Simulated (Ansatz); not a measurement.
# S on Mo(110): change of the work function, part 2 of 2

Aim: the work function of Mo(110) at several coverages of S (hollow site), and the dipole that each adsorbate carries.

Ansatz 0.2.0; plane-wave DFT, PBE, Ansatz PAW.

So far, work function, upper face (eV): step 2 (the clean slab) 4.60; step 3 (37 atoms, coverage 0.111 ML, cell 3x3) 4.70; step 4 (17 atoms, coverage 0.25 ML, cell 2x2) 4.80.

### Step 5. Adsorbate added, k-mesh 6×6×1, coverage 0.5 ML

System of this step: Mo8S (S/Mo(110)). The cell holds 18 atoms: 16 Mo and 2 S. Cell: a = 5.456 Å, b = 5.456 Å, c = 26.819 Å, α = 90.0°, β = 90.0°, γ = 70.5°. Vacuum lies along c.

input.yaml reads:

```yaml
crystal:
  lattice:
    - [4.4547727214, -3.15, 0.0]
    - [4.4547727214, 3.15, 0.0]
    - [0.0, 0.0, 26.819186382]
  atoms:
    - { symbol: Mo, position: [0.0, 0.0, 0.3355806501] }
    - { symbol: Mo, position: [0.25, 0.25, 0.4186326237] }
    - { symbol: Mo, position: [0.0, 0.0, 0.502513608] }
    - { symbol: Mo, position: [0.25, 0.25, 0.5825366077] }
    - { symbol: Mo, position: [0.0, 0.5, 0.3355806501] }
    - { symbol: Mo, position: [0.25, 0.75, 0.4186326237] }
    - { symbol: Mo, position: [0.0, 0.5, 0.502513608] }
    - { symbol: Mo, position: [0.25, 0.75, 0.5825366077] }
    - { symbol: Mo, position: [0.5, 0.0, 0.3355806501] }
    - { symbol: Mo, position: [0.75, 0.25, 0.4186326237] }
    - { symbol: Mo, position: [0.5, 0.0, 0.502513608] }
    - { symbol: Mo, position: [0.75, 0.25, 0.5825366077] }
    - { symbol: Mo, position: [0.5, 0.5, 0.3355806501] }
    - { symbol: Mo, position: [0.75, 0.75, 0.4186326237] }
    - { symbol: Mo, position: [0.5, 0.5, 0.502513608] }
    - { symbol: Mo, position: [0.75, 0.75, 0.5825366077] }
    - { symbol: S, position: [0.42, 0.42, 0.6644193499] }
    - { symbol: S, position: [0.92, 0.42, 0.6644193499] }
kpoints:
  mp_grid: { grid: [6, 6, 1] }
hamiltonian:
  xc: pbe
scf:
  occupations: { method: fermi_dirac, width: 0.1 }
  convergence: { dr2_threshold: 1.0e-08 }
efield:
  axis: 3
  dipole_correction: true
  ramp_position: 0.97
  ramp_width: 0.06
relax:
  f_tol: 0.02
  max_steps: 60
  constraints: [{ sites: [0, 1, 4, 5, 8, 9, 12, 13] }]
output:
  dos: { projected: true, e_range: [-8, 4] }
  write_potential: true
  write_density: true
  volumetric_format: npy
  elf: true
```

On the command line:

```
$ ansatz run input.yaml --threads 4 --pin off --max-ram 16384MiB --backend cpu --events-out ev --progress --plain --runs-dir out
```

It took 7.8 min on 4 threads of Arm Neoverse V1, shared host; peak memory 3.4 GiB.

Relaxation path:

```tsv
step	energy less that of the first step (eV)	largest force component (eV/Å)
1	0.0000	2.2152
2	-1.1233	1.3866
3	-1.5352	0.3670
4	-1.5711	0.1784
5	-1.5786	0.0493
6	-1.5794	0.0082
```

The run keeps the 2 symmetry operations that it works with, so distortions that break them were not tested.

The atoms that moved most (Å):

```tsv
atom	dx	dy	dz	length
S18	0.101	0.060	-0.415	0.431
S17	0.101	0.060	-0.415	0.431
Mo12	-0.065	0.000	0.104	0.123
Mo4	-0.065	0.000	0.104	0.123
Mo8	0.112	-0.004	0.039	0.119
Mo16	0.112	-0.004	0.039	0.119
Mo3	0.027	0.001	-0.035	0.044
Mo11	0.027	0.001	-0.035	0.044
```

Final coordinates:

```xyz
18
Lattice="4.4548 -3.1500 0.0000 4.4548 3.1500 0.0000 0.0000 0.0000 26.8192" Properties=species:S:1:pos:R:3
Mo    0.0000    0.0000    9.0000
Mo    2.2274    0.0000   11.2274
Mo    0.0270    0.0006   13.4418
Mo    2.1628    0.0005   15.7273
Mo    2.2274    1.5750    9.0000
Mo    4.4548    1.5750   11.2274
Mo    2.2279    1.5785   13.5055
Mo    4.5668    1.5709   15.6624
Mo    2.2274   -1.5750    9.0000
Mo    4.4548   -1.5750   11.2274
Mo    2.2544   -1.5744   13.4418
Mo    4.3901   -1.5745   15.7273
Mo    4.4548    0.0000    9.0000
Mo    6.6822    0.0000   11.2274
Mo    4.4553    0.0035   13.5055
Mo    6.7942   -0.0041   15.6624
S     3.8431    0.0605   17.4041
S     6.0705   -1.5145   17.4041
```

The relaxation took 6 steps and lowered the energy by 1.6 eV; the largest force on the free atoms ends at 0.0082 eV/Å.

The covered face has 5.01 eV, +0.41 eV against the clean one; the bare back face has moved by -0.05 eV, a measure of how thin the slab is.

### Step 6. Adsorbate added, k-mesh 12×12×1, coverage 1 ML

System of this step: Mo4S (S/Mo(110)). The cell holds 5 atoms: 4 Mo and 1 S. Cell: a = 2.728 Å, b = 2.728 Å, c = 26.819 Å, α = 90.0°, β = 90.0°, γ = 70.5°. Vacuum lies along c.

input.yaml, the sections that differ from step 5:

```yaml
crystal:
  lattice:
    - [2.2273863607, -1.575, 0.0]
    - [2.2273863607, 1.575, 0.0]
    - [0.0, 0.0, 26.819186382]
  atoms:
    - { symbol: Mo, position: [0.0, 0.0, 0.3355806501] }
    - { symbol: Mo, position: [0.5, 0.5, 0.4186326237] }
    - { symbol: Mo, position: [0.0, 0.0, 0.502513608] }
    - { symbol: Mo, position: [0.5, 0.5, 0.5825366077] }
    - { symbol: S, position: [0.84, 0.84, 0.6644193499] }
kpoints:
  mp_grid: { grid: [12, 12, 1] }
relax:
  f_tol: 0.02
  max_steps: 60
  constraints: [{ sites: [0, 1] }]
output:
  write_potential: true
  write_density: true
  volumetric_format: npy
# hamiltonian, scf, efield: as in step 5
```

Run time: 44 s. Hardware: 4 threads; peak memory 0.6 GiB.

The steps of the relaxation:

```tsv
step	energy less that of the first step (eV)	largest force component (eV/Å)
1	0.0000	1.8648
2	-0.5566	1.5823
3	-0.5699	2.9312
4	-0.7513	0.4476
5	-0.7615	0.1714
6	-0.7661	0.0172
```

Forces are held to the 2 operations that the run works with; a distortion that breaks them can't arise in this run.

The atoms that moved most (Å):

```tsv
atom	dx	dy	dz	length
S5	0.152	0.000	-0.381	0.410
Mo4	0.072	0.000	0.133	0.152
Mo3	0.017	0.000	-0.006	0.018
```

The relaxed structure:

```xyz
5
Lattice="2.2274 -1.5750 0.0000 2.2274 1.5750 0.0000 0.0000 0.0000 26.8192" Properties=species:S:1:pos:R:3
Mo    0.0000    0.0000    9.0000
Mo    2.2274    0.0000   11.2274
Mo    0.0175    0.0000   13.4714
Mo    2.2990    0.0000   15.7567
S     3.8943    0.0000   17.4383
```

Running mean over 2.227 Å of the planar mean; the ramp of the sawtooth is left out. Electron's electrostatic potential energy less the Fermi level against z:

```tsv
z (Å)	electron's electrostatic potential energy less the Fermi level (eV)
3.5	4.63
4.0	4.63
4.5	4.63
5.0	4.62
5.5	4.59
6.0	4.49
6.5	4.18
7.0	3.18
7.5	-0.151
8.0	-5.98
8.5	-10.8
9.0	-12.4
9.5	-12.6
10.0	-12.7
10.5	-12.7
11.0	-12.8
11.5	-12.8
12.0	-12.6
12.5	-12.6
13.0	-12.6
13.5	-12.6
14.0	-12.4
14.5	-12.1
15.0	-12.3
15.5	-13.0
16.0	-14.4
16.5	-14.5
17.0	-11.2
17.5	-6.89
18.0	-4.10
18.5	-0.692
19.0	2.70
19.5	4.38
20.0	4.73
20.5	4.81
21.0	4.82
21.5	4.83
22.0	4.83
22.5	4.83
23.0	4.83
23.5	4.83
```

The relaxation took 6 steps and lowered the energy by 0.77 eV; the largest force on the free atoms ends at 0.017 eV/Å.

The covered face has 4.83 eV, +0.23 eV against the clean one; the bare back face has moved by -0.06 eV, a measure of how thin the slab is.

### Step 7. Work function against coverage

This step: plane-wave DFT, PBE, Ansatz PAW; work function against coverage (Ansatz 0.2.0).

The runs are now put side by side.

This step gave:

| Item | Value |
| --- | --- |
| work function of the clean face | 4.598 eV |
| largest change of the work function | 0.4131 eV |

Table of work function of the covered face by coverage:

```tsv
coverage (adsorbates/nm²)	work function of the covered face (eV)
0.00	4.60
1.58	4.70
3.56	4.80
7.13	5.01
14.25	4.83
```

The dipole per adsorbate comes from the change of the cell's dipole. Coverage, by row:

```tsv
coverage (1/nm²)	coverage (ML)	work function (eV)	change (eV)	dipole per adsorbate, positive end outwards (debye)	mean height of the added atoms over the highest substrate atom (Å)
1.583	0.1111	4.697	0.09856	-0.191	1.654
3.563	0.25	4.797	0.199	-0.179	1.671
7.126	0.5	5.011	0.4131	-0.174	1.677
14.25	1	4.827	0.2287	-0.054	1.682
```

### Step 8. Results

```
work function of the clean face                        : 4.60 eV
work function at 0.11 ML                               : 4.70 eV
work function at 0.25 ML                               : 4.80 eV
work function at 0.5 ML                                : 5.01 eV
work function at 1 ML                                  : 4.83 eV
dipole per adsorbate at 0.11 ML, positive end outwards : -0.19 D
```

What this shows: At the lowest coverage S changes the work function of Mo(110) by under 0.15 eV, within the error of so thin a slab; the largest change, +0.41 eV, comes at higher coverage. At the highest coverage the adsorbates are pressed to about 2.7 Å, closer than unbonded atoms of this kind usually come, so a real layer may not reach it. The slab has 4 layers, at the tabulated experimental lattice constant, one starting site was run, and quantum-size effects of a slab this thin can reach one or two tenths of an eV.

[Logs are printed without paths, hosts, clocks, repeated set-up lines and the standing remarks that a program may print on its own settings, such as how far it seeks lower states.]

[Hosts, paths, dates, database ids (printed as entryN), source tags and the programs' standing remarks are cut or masked in the printed files.]

[Maps of the electrostatic potential energy from Ansatz leave out the sawtooth potential of an applied field or a dipole correction, so their vacuum need not be flat; planar profiles and work functions include it.]
